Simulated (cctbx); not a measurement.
## Diagnosing a refinement

Cell a = 10.9380 Å, b = 10.9380 Å, c = 10.3400 Å, α = 90.00°, β = 90.00°, γ = 90.00°; space group P4_32_12 (no. 96).

The data are simulated with cctbx, not measured: Mo Kα, λ = 0.71073 Å, to d = 0.84 Å, 70 % of the full sphere, strongest reflection 20000 counts, noise from counting, a 6 % proportional error and a noise floor of 8 counts (s.d.); no absorption, and some extinction, which the refinements don't model.

An anisotropic refinement with weights 1/σ² prints:

```text
Rint 0.061, 1084 unique reflections to 0.84 A
cycle     R1     wR2    GooF  max shift (A)
   1  0.3068  0.5860  10.467   0.08907
   4  0.2079  0.4235   7.564   0.00043
final R1 0.2079 wR2 0.4235 GooF 7.564  parameters 41  data/parameter 26.4
atom        x        y        z      Ueq    occ   su(xyz)  su(Uiso or U11)
Pt1    0.87429  0.87429  0.00000  -0.0110  1.000  0.00028  0.0014  NPD
Pt2    0.87986  0.38198  0.98958   0.0050  1.000  0.00039  0.0020  NPD
Br1    0.12507  0.89890  0.52137  -0.0127  1.000  0.00070  0.0027  NPD
Br2    0.62150  0.34667  0.51302  -0.0193  1.000  0.00067  0.0027  NPD
Br3    0.62004  0.90780  0.53519   0.0071  1.000  0.00131  0.0062  NPD
difference map: max 65.42 min -17.13 rms 4.41
Q1    0.1288  0.1288  0.5000    4   65.45  0.05 A from Pt1
Q2    0.1259  0.3574  0.5119    8   57.13  2.37 A from Pt2
Q3    0.1207  0.3718  0.7452    8   49.32  0.11 A from Pt2
Q4    0.1280  0.8720  0.7500    4   38.09  2.38 A from Br1
Q5    0.1225  0.1418  0.7390    8   33.72  0.13 A from Br2
Q6    0.1190  0.8739  0.9831    8   31.85  0.20 A from Br1
```

**Question.** Can this result stand? If not, what is the likely fault?

Mend it. The fault: an atom left out, Br at (0.8688, 0.6482, 0.0103). Against the right model at the same level, R1 goes from 0.0241 to 0.2079 and GooF from 0.95 to 7.56, U of Pt1 shrinks from 0.0061 to -0.0110 Å², U of Br2 shrinks from 0.0061 to -0.0193 Å², U of Br1 shrinks from 0.0049 to -0.0127 Å², the top difference peak, 65.5 e/Å³, lies on Pt1 and Pt1, Pt2, Br1, Br2 and Br3 go non-positive-definite. Q2 is the missing atom. With scattering power missing, scale and phases suffer, so peaks may also grow on the heavy atoms.

The compound is Pt3Br8. The right model at the same level gives:

```text
Rint 0.061, 1084 unique reflections to 0.84 A
cycle     R1     wR2    GooF  max shift (A)
   1  0.0290  0.0650   1.165   0.00522
   2  0.0241  0.0530   0.950   0.00000
final R1 0.0241 wR2 0.0530 GooF 0.950  parameters 50  data/parameter 21.7
atom        x        y        z      Ueq    occ   su(xyz)  su(Uiso or U11)
Pt1    0.88071  0.88071  0.00000   0.0061  1.000  0.00004  0.0002
Pt2    0.87401  0.37864  0.99160   0.0047  1.000  0.00004  0.0002
Br1    0.12214  0.89887  0.52229   0.0049  1.000  0.00010  0.0005
Br2    0.61286  0.34900  0.51232   0.0061  1.000  0.00010  0.0005
Br3    0.62433  0.90602  0.53078   0.0045  1.000  0.00011  0.0005
Br4    0.86874  0.64836  0.01041   0.0061  1.000  0.00012  0.0005
Flack x: 0.05(4)
Hooft y: 0.053(48)  Bijvoet pairs: 411
difference map: max 1.18 min -2.31 rms 0.39
Q1    0.0932  0.2479  0.8095    8    1.24  1.31 A from Br2
Q2    0.9921  0.1643  0.1420    8    1.22  1.89 A from Br1
Q3    0.0813  0.2333  0.9320    8    1.21  1.61 A from Br3
Q4    0.0349  0.6859  0.6469    8    1.19  1.59 A from Br3
Q5    0.0897  0.6876  0.0098    8    1.15  2.11 A from Br1
Q6    0.0897  0.2262  0.7110    8    1.13  0.90 A from Br2
```

The model was made for the exercise: a known structure type with other elements put in, its volume estimated, not relaxed; displacement parameters are assumed.

[Middle refinement cycles are left out of these outputs.]

[Logs are printed without paths, hosts, clocks, repeated set-up lines and the standing remarks that a program may print on its own settings, such as how far it seeks lower states.]
